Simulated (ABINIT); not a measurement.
Planning a run of ABINIT 10.8.3 on WS2 (Tungstenite). The input:

```
acell 3*1.0 Angstrom
rprim 
  1.579000000014 0.911636075086 6.163333333296
  -1.579000000014 0.911636075086 6.163333333296
  0.000000000000 -1.823272150090 6.163333333308
ntypat 2
znucl 74 16
natom 3
typat 1 2 2
xred 
  0.000000000000 0.000000000000 0.000000000000
  0.249700000000 0.249700000000 0.249700000000
  0.419000000000 0.419000000000 0.419000000000
pp_dirpath "pseudos"
pseudos "W.upf, S.upf"
ecut 29
ngkpt 4 4 4
nshiftk 1
shiftk 0 0 0
kptopt 1
chksymbreak 0
istwfk *1
occopt 1
irdwfk 1
optdriver 3
nband 43
ecuteps 3.2
inclvkb 2
awtr 1
symchi 1
irdqps 1
gwcalctyp 28
nqptdm 12
qptdm 
  0.2500000000 0.0000000000 0.0000000000
  0.5000000000 0.0000000000 0.0000000000
  0.2500000000 0.2500000000 0.0000000000
  0.5000000000 0.2500000000 0.0000000000
  -0.2500000000 0.2500000000 0.0000000000
  0.5000000000 0.5000000000 0.0000000000
  0.2500000000 0.2500000000 0.2500000000
  0.5000000000 0.2500000000 0.2500000000
  -0.2500000000 0.2500000000 0.2500000000
  0.5000000000 0.5000000000 0.2500000000
  -0.2500000000 0.5000000000 0.2500000000
  0.5000000000 0.5000000000 0.5000000000
indata_prefix "in"
outdata_prefix "out"
tmpdata_prefix "tmp"
```

```sh
OMP_NUM_THREADS=1 mpirun -n 4 abinit run.abi > log; mrgscr < mrgscr.stdin
```

How long will it take on 4 MPI ranks of Arm Neoverse V1, shared host, and how much memory?

It took 46 s; on shared hardware allow 23 s to 92 s. Peak host memory was 1.4 GiB.

[Paths, hosts, dates, memory and timing lines, banners, echoed tables and standing remarks are left out of the program output.]

[Logs are printed without paths, hosts, clocks, repeated set-up lines and the standing remarks that a program may print on its own settings, such as how far it seeks lower states.]

[Runs of the session that timed out or met a known fault of the program may be left out.]

[Hosts, paths, dates, database ids (printed as entryN), source tags and the programs' standing remarks are cut or masked in the printed files.]

[G0W0 gaps are taken among the corrected bands and points alone; a level outside them can change the order at an edge.]

[Where Ansatz stands beside ABINIT at settings called matched, ABINIT's density can come from a denser mesh and the files from another edition; pairs whose starting gaps differed by over 0.03 eV were left out, so agreement reads better than it is.]
